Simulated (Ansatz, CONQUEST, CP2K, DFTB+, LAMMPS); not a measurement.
# CP2K runs on liquid tetrahydrofuran at 300 K (117 atoms)

How do the settings of CP2K change the result for liquid tetrahydrofuran at 300 K (117 atoms)? A plane-wave run serves as the yardstick.

Main program and level: CP2K 2026.2; the method is named at each step.

## (1) Set-up

The cell holds 117 atoms: 36 C, 9 O and 72 H. Its edges and angles: a = 10.658 Å, b = 10.658 Å, c = 10.658 Å, α = 90.0°, β = 90.0°, γ = 90.0°. 9 tetrahydrofuran placed at random, at 0.89 g/cm³; overlaps pushed apart, then 10 ps at 450 K with MMFF94 bonds, angles, torsions, charges and radii (Halgren, J. Comput. Chem. 17, 490 (1996)) in harmonic and 12-6 forms. Snapshot after 20 ps at 300 K and fixed volume.

The yardstick, on the same geometry:

| Quantity | Value |
| --- | --- |
| method | Kohn-Sham DFT, PBE, PAW, plane waves (Ansatz 0.2.0); cutoff 420 eV, Γ point, fermi-dirac smearing of 0.05 eV; PAW set soft_2 |
| r.m.s. force component | 0.8228 eV/Å |
| longest force | 4.54 eV/Å |
| pressure | 2.383 GPa |
| gap (highest filled to lowest empty level) | 4.063 eV |
| SCF cycles | 9 |
| time | 12 s on 4 threads of Intel Xeon Platinum 8375C at 2.90GHz (Ice Lake), shared host |
| CPU time | 40 s |

## (2) PBE, DZVP-MOLOPT-SR, 600/50 Ry, diagonalisation

Method: Kohn-Sham DFT, PBE, GTH-PBE pseudopotentials, Gaussian and plane waves, DZVP-MOLOPT-SR-GTH, diagonalisation.

File input.inp:

```
&GLOBAL
  PROJECT cell
  RUN_TYPE ENERGY_FORCE
  PRINT_LEVEL LOW
&END GLOBAL
&FORCE_EVAL
  METHOD QS
  STRESS_TENSOR ANALYTICAL
  &DFT
    BASIS_SET_FILE_NAME BASIS_MOLOPT
    POTENTIAL_FILE_NAME GTH_POTENTIALS
    &MGRID
      CUTOFF 600
      REL_CUTOFF 50
      NGRIDS 5
    &END MGRID
    &QS
      EPS_DEFAULT 1.0E-12
    &END QS
    &SCF
      SCF_GUESS ATOMIC
      EPS_SCF 1.0E-06
      MAX_SCF 200
      ADDED_MOS 14
      &DIAGONALIZATION
        ALGORITHM STANDARD
      &END DIAGONALIZATION
      &SMEAR ON
        METHOD FERMI_DIRAC
        ELECTRONIC_TEMPERATURE [K] 580
      &END SMEAR
      &MIXING
        METHOD BROYDEN_MIXING
        ALPHA 0.3
        NBROYDEN 8
      &END MIXING
      &PRINT
        &RESTART OFF
        &END RESTART
      &END PRINT
    &END SCF
    &XC
      &XC_FUNCTIONAL PBE
      &END XC_FUNCTIONAL
    &END XC
    &PRINT
      &MULLIKEN ON
      &END MULLIKEN
      &LOWDIN ON
      &END LOWDIN
      &HIRSHFELD ON
      &END HIRSHFELD
      &MO ON
        EIGENVALUES T
        OCCUPATION_NUMBERS T
        MO_INDEX_RANGE 124 147
        &EACH
          QS_SCF 0
        &END EACH
        ADD_LAST NUMERIC
      &END MO
    &END PRINT
  &END DFT
  &SUBSYS
    &CELL
      A 10.65842 0.00000 0.00000
      B 0.00000 10.65842 0.00000
      C 0.00000 0.00000 10.65842
    &END CELL
    &COORD
      SCALED
      C 0.40588 0.49652 0.83655
      C 0.52204 0.46634 0.90474
      C 0.51324 0.55803 0.02172
      O 0.45524 0.67295 0.97582
      C 0.40854 0.64111 0.85022
      H 0.31920 0.45603 0.88034
      H 0.39645 0.47549 0.73772
      H 0.60270 0.49041 0.84446
      H 0.51952 0.36424 0.92722
      H 0.60458 0.57862 0.06124
      H 0.45073 0.52001 0.09531
      H 0.48056 0.68260 0.78919
      H 0.31772 0.68984 0.84157
      C 0.27875 0.20547 0.05512
      C 0.26916 0.07520 0.10740
      C 0.20875 0.01549 0.99342
      O 0.13336 0.10982 0.92787
      C 0.15078 0.22549 0.99367
      H 0.35849 0.21008 0.98800
      H 0.31072 0.26708 0.13047
      H 0.21605 0.07558 0.19992
      H 0.36551 0.03669 0.12612
      H 0.15092 0.93317 0.01597
      H 0.28347 0.99258 0.93388
      H 0.08098 0.23767 0.06948
      H 0.14952 0.30227 0.92414
      C 0.83739 0.51703 0.59236
      C 0.84232 0.37514 0.59888
      C 0.93975 0.35399 0.69879
      O 0.94506 0.45895 0.77982
      C 0.86971 0.55492 0.72653
      H 0.74385 0.54939 0.56213
      H 0.91422 0.55294 0.54302
      H 0.86818 0.32136 0.51316
      H 0.75969 0.33385 0.62018
      H 0.03290 0.35496 0.65187
      H 0.92711 0.25748 0.75074
      H 0.92495 0.63781 0.73509
      H 0.77645 0.57044 0.77758
      C 0.28528 0.31123 0.52855
      C 0.38603 0.23176 0.59288
      C 0.50254 0.29901 0.55562
      O 0.47974 0.35811 0.43639
      C 0.34852 0.33376 0.40221
      H 0.27376 0.40385 0.57417
      H 0.19199 0.26977 0.51467
      H 0.39440 0.14148 0.55274
      H 0.37084 0.22347 0.69141
      H 0.58228 0.23239 0.54396
      H 0.52722 0.37419 0.62533
      H 0.34125 0.24608 0.34805
      H 0.30928 0.41007 0.34567
      C 0.58940 0.94318 0.90650
      C 0.60404 0.99998 0.77898
      C 0.74832 0.01493 0.77227
      O 0.80076 0.91047 0.83730
[... 57 atom lines left out ...]
      H 0.75482 0.40214 0.27285
      H 0.59988 0.34784 0.23098
      H 0.89534 0.27598 0.00608
      H 0.76689 0.17135 0.01593
    &END COORD
    &KIND C
      BASIS_SET DZVP-MOLOPT-SR-GTH-q4
      POTENTIAL GTH-PBE-q4
    &END KIND
    &KIND O
      BASIS_SET DZVP-MOLOPT-SR-GTH-q6
      POTENTIAL GTH-PBE-q6
    &END KIND
    &KIND H
      BASIS_SET DZVP-MOLOPT-SR-GTH-q1
      POTENTIAL GTH-PBE-q1
    &END KIND
  &END SUBSYS
  &PRINT
    &FORCES ON
    &END FORCES
    &STRESS_TENSOR ON
    &END STRESS_TENSOR
  &END PRINT
&END FORCE_EVAL
```

Launch:

```bash
$ OMP_NUM_THREADS=1 mpirun -np 2 cp2k.psmp -i input.inp > output.txt
```

Numbers of over 12 decimals in the logs are rounded to 6 here.

The program printed:

```text
 CP2K| version string:                                       CP2K version 2026.2
 CP2K| Input file name                                                 input.inp
 GLOBAL| Basis set file name                                        BASIS_MOLOPT
 GLOBAL| Potential file name                                      GTH_POTENTIALS
 GLOBAL| Run type                                                   ENERGY_FORCE
 GLOBAL| Total number of message passing processes                             2
 GLOBAL| Number of threads for this process                                    1
 TOTAL NUMBERS AND MAXIMUM NUMBERS
  Total number of            - Atomic kinds:                                   3
                             - Atoms:                                        117
                             - Shell sets:                                   117
                             - Shells:                                       441
                             - Primitive Cartesian functions:                585
                             - Cartesian basis functions:                    990
                             - Spherical basis functions:                    945
  Maximum angular momentum of- Orbital basis functions:                        2
                             - Local part of the GTH pseudopotential:          2
                             - Non-local part of the GTH pseudopotential:      0
 SCF PARAMETERS         Density guess:                                    ATOMIC
                        max_scf:                                             200
                        eps_scf:                                        1.00E-06
                        added MOs                                        14    0
                        Mixing method:                            BROYDEN_MIXING
                                                charge density mixing in g-space
                        Smear method:                                FERMI_DIRAC
                        Electronic temperature [K]:                        580.0
                        Electronic temperature [a.u.]:                  1.84E-03
                        Accuracy threshold:                             1.00E-10
 Extrapolation method: initial_guess
 Number of electrons:                                                        270
 Number of occupied orbitals:                                                135
 Number of molecular orbitals:                                               149
 Number of orbital functions:                                                945
 Number of independent orbital functions:                                    945
 SCF WAVEFUNCTION OPTIMIZATION
  Step     Update method      Time    Convergence         Total energy    Change
     1 NoMix/Diag. 0.30E+00    8.6     0.92352876      -381.6372358806 -3.82E+02
     2 Broy./Diag. 0.30E+00   19.5     0.18926005      -371.0004647492  1.06E+01
     3 Broy./Diag. 0.30E+00   20.7     0.08426710      -386.3158971557 -1.53E+01
     4 Broy./Diag. 0.30E+00   19.1     0.01415383      -392.0514197820 -5.74E+00
[...]
16 Broy./Diag. 0.30E+00   17.2     0.00000117      -391.5589847146  3.91E-05
    17 Broy./Diag. 0.30E+00   16.2     0.00000047      -391.5589945271 -9.81E-06
  *** SCF run converged in    17 steps ***
  Electronic density on regular grids:       -270.0000000000        0.0000000000
  Core density on regular grids:              269.9999999998       -0.0000000002
  Total charge density on r-space grids:       -0.0000000002
  Total charge density g-space grids:          -0.0000000002
  Overlap energy of the core charge distribution:               2.57048e-05
  Self energy of the core charge distribution:               -955.350274
  Core Hamiltonian energy:                                    295.466736
  Hartree energy:                                             389.380359
  Exchange-correlation energy:                               -121.055841
  Electronic entropic energy:                                  -0.000000
  Fermi energy:                                                 0.111369
  Total energy:                                              -391.558995
  Total energy (extrapolated to T->0):                       -391.558995
 MO| EIGENVALUES AND OCCUPATION NUMBERS
 MO|
 MO|  Index      Eigenvalue [a.u.]        Eigenvalue [eV]             Occupation
 MO|    124              -0.127222              -3.461881               2.000000
 MO|    125              -0.125758              -3.422051               2.000000
 MO|    126              -0.115349              -3.138798               2.000000
[...]
MO|    146               0.203437               5.535790               0.000000
 MO|    147               0.205260               5.585400               0.000000
 MO| Sum:                                                             270.000000
 MO| E(Fermi):            0.111369 a.u.          3.030505 eV
 MO| Band gap:            0.212176 a.u.          5.773616 eV
 !-----------------------------------------------------------------------------!
                     Mulliken Population Analysis
 #  Atom  Element  Kind  Atomic population                           Net charge
       1     C        1          4.145708                             -0.145708
       2     C        1          4.156256                             -0.156256
       3     C        1          4.051432                             -0.051432
[...]
# Total charge                            270.000000                 -0.000000
 !-----------------------------------------------------------------------------!
 !-----------------------------------------------------------------------------!
                           Hirshfeld Charges
  #Atom  Element  Kind  Ref Charge     Population                    Net charge
      1       C      1       4.000          4.854                        -0.854
      2       C      1       4.000          4.831                        -0.831
      3       C      1       4.000          4.638                        -0.638
[...]
116       H      3       1.000          0.561                         0.439
    117       H      3       1.000          0.575                         0.425
  Total Charge                                                            0.001
 !-----------------------------------------------------------------------------!
 LOWDIN POPULATION ANALYSIS
 #  Atom  Element  Kind  Atomic population                           Net charge
[...]
116     H        3          0.893114                              0.106886
     117     H        3          0.916889                              0.083111
 # Total charge                            270.000000                  0.000000
 ENERGY| Total FORCE_EVAL ( QS ) energy [hartree]           -391.559019
 FORCES| Atomic forces [hartree/bohr]
 FORCES|   Atom     x               y               z               |f|
 FORCES|      1 -4.34012209E-02  3.51914841E-02  1.49566771E-03   5.58958277E-02
 FORCES|      2  1.07278904E-02 -1.57563121E-02  2.14755354E-02   2.87149373E-02
 FORCES|      3 -6.00411141E-03 -1.48189012E-02 -1.24285417E-02   2.02513663E-02
[...]
FORCES|    116  1.93997516E-03 -7.12540406E-03  1.19270777E-03   7.48047047E-03
 FORCES|    117 -1.00574031E-02 -9.27549421E-03 -1.00788859E-02   1.69932366E-02
 FORCES| Sum    -3.29168741E-03  8.00164921E-04  1.00353396E-03
 FORCES| Total atomic force                                       3.53306529E-03
 STRESS| Analytical stress tensor [bar]
 STRESS|                        x                   y                   z
 STRESS|      x        2.34364646643E+04  -4.31858655342E+03  -1.04850771216E+04
 STRESS|      y       -4.31858655342E+03   2.94889990709E+04  -4.10467489291E+03
 STRESS|      z       -1.04850771216E+04  -4.10467489291E+03   2.88772521240E+04
 STRESS| 1/3 Trace                                             2.72675719531E+04
```

Run time: 5.9 min. Hardware: 2 MPI ranks of Intel Xeon Platinum 8375C at 2.90GHz (Ice Lake), shared host; peak memory 3.5 GiB; 11 min of CPU time.

Banners, paths, timers and routine set-up lines are dropped from the logs unmarked, and long logs keep their key lines alone; longer cuts are marked.

Numbers from this run, and their distance from the reference:

| Property | Result |
| --- | --- |
| r.m.s. force component | 0.8585 eV/Å |
| r.m.s. difference of force components | 95.88 meV/Å |
| longest difference of force vectors | 376.4 meV/Å |
| force difference over r.m.s. force | 11.65 % |
| slope of forces against the reference's | 1.037 |
| correlation of force components | 0.9944 |
| gap (highest filled to lowest empty level) | 5.774 eV |
| gap difference | 1.71 eV |
| pressure | 2.727 GPa |
| pressure difference | 0.3438 GPa |

Length of the force difference by element (eV/Å):

```tsv
element	atoms	mean	most
C	36	0.24	0.38
H	72	0.049	0.13
O	9	0.30	0.36
```

Levels nearest the highest filled one (eV from it): -2.32, -2.28, -1.99, -0.61, -0.55, -0.47, -0.37, -0.33, -0.24, -0.21, -0.04, 0.00, 5.77, 5.90, 6.00, 6.13, 6.23, 6.33, 6.35, 6.46, 6.50, 6.62, 6.68, 6.73.

A closer look about H110, picked at random: 10 atoms, nearest first, numbered in the order of the input, with positions taken from that point.

```tsv
atom	x	y	z	distance (Å)	bonds	Mulliken charge (e)	Fx	Fy	Fz (eV/Å)
H110	0.00	0.00	0.00	0.00	1	0.07	0.53	-1.05	0.14
C105	-0.36	1.00	0.09	1.06	4	-0.16	0.85	2.15	0.30
H111	0.41	1.73	0.46	1.83	1	0.09	0.14	-0.90	0.09
C109	-0.80	1.59	-1.21	2.16	4	-0.05	0.16	0.76	-1.00
C106	-1.57	1.22	0.95	2.21	4	-0.16	-0.96	-1.74	0.49
H117	-1.39	0.88	-1.77	2.41	1	0.06	-0.52	-0.48	-0.52
H113	-2.32	0.44	0.74	2.48	1	0.08	0.08	-0.06	0.07
H112	-1.39	1.16	2.04	2.73	1	0.08	0.03	0.18	-0.28
H116	-0.02	1.99	-1.87	2.73	1	0.08	0.10	-0.37	0.06
H25	1.96	1.58	-1.20	2.79	1	0.07	-0.07	0.17	-0.39
```

Forces lie 12 % from the reference's, at 17 times its CPU time (on 2 against 4 cores).

## (3) PBE, DZVP-MOLOPT-SR, 600/70 Ry, diagonalisation

Method: Kohn-Sham DFT, PBE, GTH-PBE pseudopotentials, Gaussian and plane waves, DZVP-MOLOPT-SR-GTH, diagonalisation.

Edit input.inp of step 2 so:

```diff
@@ -13,3 +13,3 @@
       CUTOFF 600
-      REL_CUTOFF 50
+      REL_CUTOFF 70
       NGRIDS 5
@@ -50,4 +50,2 @@
       &END LOWDIN
-      &HIRSHFELD ON
-      &END HIRSHFELD
       &MO ON
```

The program printed:

```text
 CP2K| version string:                                       CP2K version 2026.2
 CP2K| Input file name                                                 input.inp
 GLOBAL| Basis set file name                                        BASIS_MOLOPT
 GLOBAL| Potential file name                                      GTH_POTENTIALS
 GLOBAL| Run type                                                   ENERGY_FORCE
 GLOBAL| Total number of message passing processes                             2
 GLOBAL| Number of threads for this process                                    1
[... lines left out ...]
                        Smear method:                                FERMI_DIRAC
[... lines left out ...]
 Number of electrons:                                                        270
[... lines left out ...]
  Step     Update method      Time    Convergence         Total energy    Change
[... lines left out ...]
  *** SCF run converged in    17 steps ***
[... lines left out ...]
  Fermi energy:                                                 0.111369
  Total energy:                                              -391.558995
  Total energy (extrapolated to T->0):                       -391.558995
[... lines left out ...]
 MO| E(Fermi):            0.111369 a.u.          3.030505 eV
[... lines left out ...]
     116     H        3          0.893114                              0.106886
     117     H        3          0.916889                              0.083111
 # Total charge                            270.000000                  0.000000
 ENERGY| Total FORCE_EVAL ( QS ) energy [hartree]           -391.559019
 FORCES| Atomic forces [hartree/bohr]
 FORCES|   Atom     x               y               z               |f|
 FORCES|      1 -4.34012195E-02  3.51914723E-02  1.49566843E-03   5.58958192E-02
 FORCES|      2  1.07278987E-02 -1.57563114E-02  2.14755339E-02   2.87149388E-02
 FORCES|      3 -6.00412372E-03 -1.48188934E-02 -1.24285357E-02   2.02513605E-02
[...]
FORCES|    116  1.93997360E-03 -7.12540422E-03  1.19270694E-03   7.48047008E-03
 FORCES|    117 -1.00574035E-02 -9.27549437E-03 -1.00788848E-02   1.69932363E-02
 FORCES| Sum    -3.29177242E-03  8.00033305E-04  1.00350377E-03
 FORCES| Total atomic force                                       3.53310610E-03
 STRESS| Analytical stress tensor [bar]
 STRESS|                        x                   y                   z
 STRESS|      x        2.34364709537E+04  -4.31858609063E+03  -1.04850771961E+04
 STRESS|      y       -4.31858609063E+03   2.94889910641E+04  -4.10467426687E+03
 STRESS|      z       -1.04850771961E+04  -4.10467426687E+03   2.88772519627E+04
 STRESS| 1/3 Trace                                             2.72675713268E+04
```

The job ended after 7 min (2 MPI ranks; peak memory 3.5 GiB; 13 min of CPU time).

Numbers from this run, and their distance from the reference:

```yaml
r_m_s_force_component: 0.8585 eV/Å
r_m_s_difference_of_force_components: 95.88 meV/Å
longest_difference_of_force_vectors: 376.4 meV/Å
force_difference_over_r_m_s_force: 11.65 %
slope_of_forces_against_the_reference_s: 1.037
correlation_of_force_components: 0.9944
spacing_of_highest_filled_and_lowest_empty_level: 5.774 eV
gap_difference: 1.71 eV
pressure: 2.727 GPa
pressure_difference: 0.3438 GPa
energy_less_the_same_level_run_s: 0 meV/atom
r_m_s_force_difference_from_the_same_level_run: 0 meV/Å
```

Against the first run (12 %), the force difference from the reference is 12 %, at 1.2 times the CPU time: the change moves forces by under 0.01 meV/Å r.m.s., so most of the difference comes from elsewhere.

(Part 1 of 2 ends here.)

[Also dropped from logs without a mark: logging warnings of Python, and SIESTA's first energy breakdown and zero terms.]

[Logs are printed without paths, hosts, clocks, repeated set-up lines and the standing remarks that a program may print on its own settings, such as how far it seeks lower states.]

[Hosts, paths, dates, database ids (printed as entryN), source tags and the programs' standing remarks are cut or masked in the printed files.]

[The MMFF94 radii named for the starting cell were scaled by 0.96; in molecules described by MMFF94, hydrogen bound to N, O or S took a small fixed 12-6 site in their place.]
